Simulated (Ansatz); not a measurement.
# Which magnetic ion is it?

A crystal has the composition Li5MCl8, where M is a 3d element. A calculation (PBE+U, spin-orbit coupling in second variation, Ansatz) gives:

- S: 3/2
- g: ⊥ 1.9874, ∥ 1.9882
- D, with anisotropic exchange: +0.0685 cm⁻¹ (+2.05 GHz)
- E: +471 MHz
- moment in its sphere: 2.81 μB

**Question.** Which ion is it, and why?

The crystal is Li5CrCl8, space group Cmmm. The spin sits on Cr, with 6 Cl at 2.36 Å round it. With the usual charges of the other elements M must be +3. High-spin ions of that charge with S = 3/2 are d3 and d7, Cr and Ni; the sign of the g shift picks Cr³⁺ d³. Low-spin ions are left aside. The shift is negative: in a shell less than half full the orbital moment opposes the spin.

[Hosts, paths, dates, database ids (printed as entryN), source tags and the programs' standing remarks are cut or masked in the printed files.]
